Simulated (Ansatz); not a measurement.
**MoS2 (R3m): refractive index against wavelength**

The refractive index of MoS2 (R3m) along x below the direct gap (2.02 eV on the mesh) is read from one computed spectrum, n = √(Re ε). x, y and z are the Cartesian axes of the input cell.

The structure is trigonal, space group R3m (No. 160). The conventional cell has a = 3.160 Å, b = 3.160 Å, c = 18.450 Å, α = 90.00°, β = 90.00°, γ = 120.00°. Mo on site a has 6 S at 2.39 Å as nearest neighbours. Around S on site a lie 3 Mo at 2.39 Å. Around S on site a lie 3 Mo at 2.39 Å.

Method: Ansatz 0.2.0, PBE, independent particles, k-mesh 8×8×8 with interpolation inside its cells, Gaussian parameter 0.1 eV.

Launch of the response step: `ansatz run input.yaml --threads 4 --pin off --max-ram 8192MiB --backend cpu --events-out ev --progress --plain --runs-dir out`. The run took 60 s, on 4 threads of Intel(R) Xeon(R) Processor @ 2.50GHz (Skylake/Cascade Lake), with other jobs on the host.

```tsv
wavelength (nm)	photon energy E (eV)	n
3000	0.413	4.0418
2000	0.620	4.0845
1550	0.800	4.1389
1310	0.946	4.1987
1064	1.165	?
```

In the single-oscillator model n² − 1 = E₀E_d/(E₀² − E²), so 1/(n² − 1) = E₀/E_d − E²/(E₀E_d) is linear in E².

Working, on the rows shown:

| x = E² (eV²) | y = 1/(n² − 1) |
| --- | --- |
| 0.170801 | 0.0652054 |
| 0.384302 | 0.0637627 |
| 0.639837 | 0.0619944 |
| 0.895757 | 0.0601356 |

Means: x̄ = 0.52267, ȳ = 0.062775. Σ(x − x̄)(y − ȳ) = -0.002068, Σ(x − x̄)² = 0.2959. Slope = -0.002068 / 0.2959 = -0.006989; intercept = ȳ − slope · x̄ = 0.066428. Turned back into n, the line misses the rows shown by at most 0.0012.

**Question.** What does the fit predict for the withheld row, and how well does it do?

**Answer.** At x = 1.3578 the line gives y = 0.056937, that is 4.3085. The run gave 4.3230, so the extrapolation is off by 0.014, 5 % of the range in the table.

Refitted with all rows, the slope is -0.007305 and the intercept 0.066565. These give E₀ = √(intercept/−slope) = 3.02 eV and E_d = E₀/intercept = 45.4 eV; E₀ is 1.5 times the direct gap. The electronic limit at long wavelengths, without lattice vibrations, is n = √(1 + 1/intercept) = 4.003. Excitons are left out and so are local fields; PBE gaps are as a rule too small. Spin-orbit coupling is left out.

[Logs are printed without paths, hosts, clocks, repeated set-up lines and the standing remarks that a program may print on its own settings, such as how far it seeks lower states.]
